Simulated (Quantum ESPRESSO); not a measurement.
# How BN (Qingsongite) absorbs and reflects light

Aim: the dielectric function of BN (Qingsongite), and the optical constants that follow from it.

Calculated with Quantum ESPRESSO 7.5; DFT, PBE, plane waves with norm-conserving potentials (PseudoDojo), scalar-relativistic, independent-particle optical response without local fields and without the non-local commutator.

This account leaves out most program logs.

### Step 1. The starting structure

The structure is cubic, space group F-43m (No. 216). Conventional cell: a = 3.615 Å, b = 3.615 Å, c = 3.615 Å, α = 90.00°, β = 90.00°, γ = 90.00°. Nearest to N lie 4 B at 1.57 Å. Nearest to B lie 4 N at 1.57 Å. Farther neighbours and most contacts between anions are not listed.

### Step 2. Ground state

The self-consistent density comes first; it also tells whether there is a gap, which decides the occupations and the need for a Drude term.

This step: DFT, PBE, plane waves with norm-conserving potentials (PseudoDojo), scalar-relativistic, ground state (Quantum ESPRESSO 7.5).

The input, scf.in:

```
&control
  calculation = 'scf'
  prefix = 'x'
  outdir = './tmp'
  pseudo_dir = './'
  verbosity = 'high'
/
&system
  ibrav = 0
  nat = 2
  ntyp = 2
  ecutwfc = 90
  occupations = 'smearing'
  smearing = 'fd'
  degauss = 0.003675
  nbnd = 8
/
&electrons
  conv_thr = 1e-09
  electron_maxstep = 100
/
ATOMIC_SPECIES
  N 1.0 N.upf
  B 1.0 B.upf
CELL_PARAMETERS angstrom
  0.000000000000 1.807500000000 1.807500000000
  1.807500000000 0.000000000000 1.807500000000
  1.807500000000 1.807500000000 0.000000000000
ATOMIC_POSITIONS crystal
  N 0.750000000000 0.750000000000 0.750000000000
  B 0.000000000000 0.000000000000 0.000000000000
K_POINTS automatic
  11 11 11 0 0 0
```

Command:

```bash
$ mpirun -n 4 pw.x -nk 4 -in scf.in
```

Elapsed: 2 s, on 4 MPI ranks of Arm Neoverse V2, shared host; peak memory 0.05 GiB.

Read-outs, printed or worked out from the files:

- total energy: -26.81 Ry
- gap on the k-mesh: 4.637 eV
- direct gap on the mesh: 8.877 eV

There is a gap, 4.64 eV on this mesh (points off the mesh can give less), so no carriers' term is needed.

### Step 3. Ground state with the final occupations

With the gap or the metal settled, the ground state is repeated with the fitting occupations, and the later steps take its density.

Edit scf.in of step 2 so:

```diff
@@ -12,6 +12,3 @@
   ecutwfc = 90
-  occupations = 'smearing'
-  smearing = 'fd'
-  degauss = 0.003675
-  nbnd = 8
+  occupations = 'fixed'
 /
```

Command:

```bash
$ mpirun -n 4 pw.x -nk 4 -in scf.in
```

The job ended after 2.7 s (4 MPI ranks; peak memory 0.05 GiB).

### Step 4. Bands on the whole mesh, 16×16×16

The response needs many more empty bands than the density does.

This step: DFT, PBE, plane waves with norm-conserving potentials (PseudoDojo), scalar-relativistic, bands at fixed density (Quantum ESPRESSO 7.5).

nscf.in, as its differences from scf.in of step 3:

```diff
@@ -1,3 +1,3 @@
 &control
-  calculation = 'scf'
+  calculation = 'nscf'
   prefix = 'x'
@@ -5,3 +5,2 @@
   pseudo_dir = './'
-  verbosity = 'high'
 /
@@ -13,2 +12,5 @@
   occupations = 'fixed'
+  nbnd = 12
+  nosym = .true.
+  noinv = .true.
 /
@@ -17,2 +19,3 @@
   electron_maxstep = 100
+  diago_full_acc = .true.
 /
@@ -29,2 +32,2 @@
 K_POINTS automatic
-  11 11 11 0 0 0
+  16 16 16 0 0 0
```

Command:

```bash
$ mpirun -n 4 pw.x -nk 4 -in nscf.in
```

It took 1.8 min on 4 MPI ranks; peak memory 0.05 GiB; 7.3 min of CPU time.

### Step 5. Dielectric function

With the density converged, the vertical transitions are summed over the zone.

This step: DFT, PBE, plane waves with norm-conserving potentials (PseudoDojo), scalar-relativistic, independent-particle optical response without local fields and without the non-local commutator (Quantum ESPRESSO 7.5).

The input, epsilon.in:

```
&inputpp
  prefix = 'x'
  outdir = './tmp'
  calculation = 'eps'
/
&energy_grid
  smeartype = 'gauss'
  intersmear = 0.4
  wmin = 0.0
  wmax = 22
  nw = 500
/
```

Command:

```bash
$ mpirun -n 4 epsilon.x -nk 4 -in epsilon.in
```

It took 1.6 s on 4 MPI ranks; peak memory 0.04 GiB; 6 s of CPU time.

This step gave:

| Quantity | Value |
| --- | --- |
| electronic dielectric constant ε∞, mean over x, y and z (by symmetry where fewer were run) | 5.238 |
| main peak of Im epsilon, first axis | 12.00 eV |

Some rows of epsi_x.dat:

```text
# energy grid [eV]     epsi_x  epsi_y  epsi_z
#
    0.176352705    0.001957122    0.001957122    0.001957121
    1.234468938    0.014008680    0.014008678    0.014008676
    2.292585170    0.027546074    0.027546071    0.027546067
    3.350701403    0.044315832    0.044315828    0.044315822
    4.408817635    0.067244466    0.067244461    0.067244452
    5.466933868    0.102196581    0.102196574    0.102196563
    6.525050100    0.163545400    0.163545391    0.163545378
    7.583166333    0.299960762    0.299960752    0.299960736
    8.641282565    0.924367466    0.924367455    0.924367436
    9.699398798    6.731921361    6.731921346    6.731921322
   10.757515030   10.773007826   10.773007812   10.773007787
   11.815631263   16.980891182   16.980891162   16.980891137
   12.873747495   11.734011541   11.734011522   11.734011486
   13.931863727    6.277731814    6.277731791    6.277731751
   14.989979960    6.998622561    6.998622530    6.998622485
   16.048096192    4.799607375    4.799607339    4.799607285
   17.106212425    3.591786928    3.591786886    3.591786821
   18.164328657    2.129002963    2.129002913    2.129002836
   19.222444890    1.610183156    1.610183094    1.610183002
   20.280561122    1.042939160    1.042939084    1.042938972
   21.338677355    1.106560662    1.106560567    1.106560427
```

Values under the direct gap are tails of Lorentzian lines. Table of Im ε, any direction by photon energy; read off at these points:

```csv
photon energy (eV),"Im ε, any direction"
0.00,0
0.50,0.00557
1.00,0.0113
1.50,0.0172
2.00,0.0236
2.50,0.0305
3.00,0.0383
3.50,0.0471
4.00,0.0574
4.50,0.0697
5.00,0.0847
5.50,0.104
6.00,0.128
6.50,0.162
7.00,0.209
7.50,0.283
8.00,0.415
8.50,0.728
9.00,2.20
9.50,4.76
10.00,8.20
10.50,9.82
11.00,11.2
11.50,14.3
12.00,18.1
12.50,15.1
13.00,10.8
13.50,7.87
14.00,6.48
14.50,8.50
14.68,8.73
15.00,6.93
15.50,4.41
16.00,4.86
16.50,4.43
17.00,3.68
17.50,2.82
18.00,2.19
18.50,1.94
19.00,1.80
19.50,1.50
20.00,1.28
20.50,0.975
21.00,1.11
21.50,1.12
22.00,1.14
```

The Re ε, any direction by photon energy:

photon energy (eV), Re ε, any direction and a bar from the least value:
```
      0.0        5.2 ################
      0.5        5.2 ################
      1.0        5.3 ################
      1.5        5.3 ################
      2.0        5.4 #################
      2.5        5.4 #################
      3.0        5.5 #################
      3.5        5.6 #################
      4.0        5.7 #################
      4.5        5.9 #################
      5.0        6.1 ##################
      5.5        6.3 ##################
      6.0        6.6 ###################
      6.5        7.0 ###################
      7.0        7.4 ####################
      7.5        8.0 #####################
      8.0        8.9 ######################
      8.5       10.2 #########################
      9.0       12.1 ############################
      9.5       13.5 ##############################
     10.0       12.7 #############################
     10.5       10.6 #########################
     11.0       10.0 ########################
     11.5        8.0 #####################
     12.0        3.4 #############
     12.5       -3.1 ###
     13.0       -4.2 #
     13.5       -3.8 #
     14.0       -1.3 ######
     14.5       -2.1 ####
     15.0       -4.7 
     15.5       -3.5 ##
     16.0       -3.1 ###
     16.5       -3.5 ##
     17.0       -3.3 ##
     17.5       -3.5 ##
     18.0       -2.8 ###
     18.5       -2.5 ####
     19.0       -2.1 ####
     19.5       -2.0 ####
     20.0       -1.9 #####
     20.5       -1.4 #####
     21.0       -1.2 ######
     21.5       -1.1 ######
     22.0       -1.1 ######
```

Refractive index n and extinction k against photon energy:

```csv
photon energy (eV),n,k
0.0,2.29,0
0.5,2.29,0.00122
1.0,2.29,0.00245
1.5,2.30,0.00374
2.0,2.31,0.00509
2.5,2.33,0.00655
3.0,2.35,0.00815
3.5,2.37,0.00994
4.0,2.40,0.0120
4.5,2.43,0.0143
5.0,2.47,0.0172
5.5,2.51,0.0206
6.0,2.57,0.0249
6.5,2.64,0.0306
7.0,2.73,0.0384
7.5,2.83,0.0500
8.0,2.98,0.0696
8.5,3.19,0.114
9.0,3.50,0.314
9.5,3.73,0.638
10.0,3.72,1.10
10.5,3.54,1.39
11.0,3.54,1.58
11.5,3.49,2.05
12.0,3.31,2.73
12.5,2.48,3.05
13.0,1.93,2.81
13.5,1.57,2.51
14.0,1.63,1.98
14.5,1.82,2.33
15.0,1.36,2.55
15.5,1.03,2.14
16.0,1.15,2.11
16.5,1.04,2.14
17.0,0.908,2.03
17.5,0.706,2.00
18.0,0.612,1.79
18.5,0.575,1.69
19.0,0.571,1.57
19.5,0.505,1.49
20.0,0.440,1.45
20.5,0.387,1.26
21.0,0.473,1.18
21.5,0.493,1.14
22.0,0.492,1.16
```

The reflectivity at normal incidence, any direction has structure finer than the step of the table below, so its rows give means over 1 eV, whole bins alone (the curve runs from 0 to 22 eV). Peaks (eV: height): 12.5: 53.7, 15.2: 57.0, 17.7: 60.4, 20.3: 60.0.

The reflectivity at normal incidence, any direction by photon energy; means over each step:

photon energy (eV), reflectivity at normal incidence, any direction (%) and a bar from the least value:
```
        1       15.4 
        2       15.7 
        3       16.2 #
        4       16.9 #
        5       17.9 ##
        6       19.4 ###
        7       21.5 ####
        8       24.9 #######
        9       30.9 ###########
       10       36.4 ###############
       11       39.6 #################
       12       48.4 #######################
       13       52.5 ##########################
       14       44.1 ####################
       15       53.1 ##########################
       16       49.4 ########################
       17       54.7 ###########################
       18       58.4 ##############################
       19       56.2 ############################
       20       57.1 #############################
       21       48.3 #######################
```

Values under the direct gap are tails of Lorentzian lines. The loss function −Im 1/ε at q → 0, any direction by energy loss; read off at these points:

energy loss (eV), loss function −Im 1/ε at q → 0, any direction and a bar:
```
     0.00      0.000 
     0.50      0.000 
     1.00      0.000 
     1.50      0.001 
     2.00      0.001 
     2.50      0.001 
     3.00      0.001 
     3.50      0.001 
     4.00      0.002 
     4.50      0.002 
     5.00      0.002 
     5.50      0.003 
     6.00      0.003 
     6.50      0.003 
     7.00      0.004 
     7.50      0.004 
     8.00      0.005 
     8.50      0.007 
     9.00      0.014 #
     9.50      0.023 #
    10.00      0.036 ##
    10.50      0.047 ###
    11.00      0.049 ###
    11.50      0.053 ###
    12.00      0.053 ###
    12.50      0.063 ####
    13.00      0.080 #####
    13.50      0.103 ######
    14.00      0.149 #########
    14.50      0.111 #######
    15.00      0.099 ######
    15.50      0.139 #########
    16.00      0.146 #########
    16.50      0.139 #########
    17.00      0.151 #########
    17.50      0.140 #########
    18.00      0.171 ###########
    18.50      0.192 ############
    19.00      0.230 ##############
    19.50      0.247 ###############
    20.00      0.240 ###############
    20.50      0.324 ####################
    21.00      0.431 ###########################
    21.50      0.473 #############################
    21.69      0.488 ##############################
    22.00      0.449 ############################
```

Optical constants at common wavelengths, from n + ik = √ε:

```csv
wavelength (nm),n,k,R (%),1/α
1064,2.30,0.003,15.5,29 µm
800,2.30,0.004,15.6,16 µm
532,2.32,0.006,15.8,7.0 µm
450,2.34,0.007,16.0,4.9 µm
365,2.36,0.010,16.4,3.0 µm
308,2.40,0.012,16.9,2.0 µm
248,2.47,0.017,17.9,1.2 µm
```

Below the direct gap, k and the depth come from the tails of the Lorentzian lines, not from transitions.

### Step 6. Summary of results

| Property | Result |
| --- | --- |
| electronic dielectric constant ε∞, mean over x, y and z (by symmetry where fewer were run) (independent particles) | 5.24 |
| main peak of Im epsilon, first axis | 12.0 eV |

**Reading.** At this level (PBE, independent particles) BN has ε∞ = 5.24 and n = 2.29 at 1550 nm, and Im ε peaks at 12.0 eV. Distinct maxima of Im ε, read by a parabola through the highest points, lie at 12.00 eV (18) and 14.66 eV (8.7). Excitons and phonon-assisted transitions are missing, and so are local fields; PBE gaps are as a rule too small, which pulls the onset down and ε∞ up. epsilon.x leaves out the commutator of the non-local potential, so its intensities are off, as a rule too high. The sum runs over mesh points, so small or evenly spaced maxima can still be ripples of the mesh.

[Machine, clock, banner and «Message from routine» lines are left out of the logs.]

[Logs are printed without paths, hosts, clocks, repeated set-up lines and the standing remarks that a program may print on its own settings, such as how far it seeks lower states.]

[Hosts, paths, dates, database ids (printed as entryN), source tags and the programs' standing remarks are cut or masked in the printed files.]
